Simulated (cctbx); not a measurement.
# A disordered crystal of nominal Sm2Zn6Pb3

Cell a = 8.1780 Å, b = 8.1780 Å, c = 4.2820 Å, α = 90.00°, β = 90.00°, γ = 120.00°; space group P-62m (no. 189); nominal formula Sm2Zn6Pb3.

Simulated single-crystal data (cctbx): Mo Kα, λ = 0.71073 Å, to d = 0.7 Å, 95 % of the full sphere, strongest reflection 40000 counts, noise from counting, a 4 % proportional error and a noise floor of 15 counts (s.d.); no absorption.

With every site full:

```text
Rint 0.036, 315 unique reflections to 0.70 A
cycle     R1     wR2    GooF  max shift (A)
   1  0.0810  0.1779   9.052   0.00280
   2  0.0093  0.0213   1.082   0.00000
final R1 0.0093 wR2 0.0213 GooF 1.082  parameters 14  data/parameter 22.5
atom        x        y        z      Ueq    occ   su(xyz)  su(Uiso or U11)
Pb1    0.00000  0.38154  0.50000   0.0109  1.000  0.00003  0.0001
Sm1    0.66667  0.33333  0.00000   0.0159  1.000  0.00000  0.0001
Zn1    0.00000  0.71276  0.50000   0.0137  1.000  0.00010  0.0003
Zn2    0.00000  0.19157  0.00000   0.0124  1.000  0.00009  0.0004
difference map: max 0.79 min -1.07 rms 0.17
Q1    0.0000  0.2123  0.5000    3    0.82  1.38 A from Pb1
Q2    0.0000  0.0000  0.3411    2    0.77  2.14 A from Zn2
Q3    0.0471  0.5022  0.0000    6    0.57  2.03 A from Sm1
Q4    0.0000  0.7287  0.3727    6    0.54  0.56 A from Zn1
Q5    0.2308  0.4622  0.0000    6    0.54  1.45 A from Sm1
Q6    0.0000  0.0872  0.0000    3    0.52  0.85 A from Zn2
```

With the occupancies of the suspect sites free, each still typed as its main element:

```text
Rint 0.036, 315 unique reflections to 0.70 A
cycle     R1     wR2    GooF  max shift (A)
   1  0.0306  0.0789   4.023   0.00025
   4  0.0083  0.0185   0.945   0.00002
final R1 0.0083 wR2 0.0185 GooF 0.944  parameters 15  data/parameter 21.0
atom        x        y        z      Ueq    occ   su(xyz)  su(Uiso or U11)
Pb1    0.00000  0.38151  0.50000   0.0111  1.000  0.00003  0.0001
Sm1    0.66667  0.33333  0.00000   0.0148  0.969  0.00000  0.0002
Zn1    0.00000  0.71282  0.50000   0.0140  1.000  0.00009  0.0003
Zn2    0.00000  0.19158  0.00000   0.0126  1.000  0.00008  0.0003
su of occupancy Sm1: 0.003
difference map: max 0.78 min -0.79 rms 0.14
Q1    0.0000  0.0000  0.3355    2    0.80  2.13 A from Zn2
Q2    0.0000  0.2093  0.5000    3    0.67  1.41 A from Pb1
Q3    0.0508  0.4953  0.0000    6    0.54  2.02 A from Sm1
Q4    0.2390  0.7417  0.0000    6    0.53  1.20 A from Sm1
Q5    0.0000  0.7322  0.3652    6    0.50  0.60 A from Zn1
Q6    0.0000  0.7105  0.1065    6    0.45  1.69 A from Zn1
```

**Question.** What is the disorder?

X-rays count electrons. Sm1 refines to 0.969(0.003), or 60.1 electrons; the site truly holds 0.97 Sm, 60.1 electrons, which is 0.970 of Sm. A value under 1 can't tell vacancies from a lighter guest, and one over 1 needs a heavier guest; chemistry or a second radiation must settle which. Occupancy correlates with U and the scale, so the match is approximate.

Freeing them takes R1 from 0.0093 to 0.0083 and GooF from 1.08 to 0.94.

The model was made for the exercise: a known structure type with other elements put in, its volume estimated, not relaxed; displacement parameters are assumed.

[Middle refinement cycles are left out of these outputs.]

[Logs are printed without paths, hosts, clocks, repeated set-up lines and the standing remarks that a program may print on its own settings, such as how far it seeks lower states.]
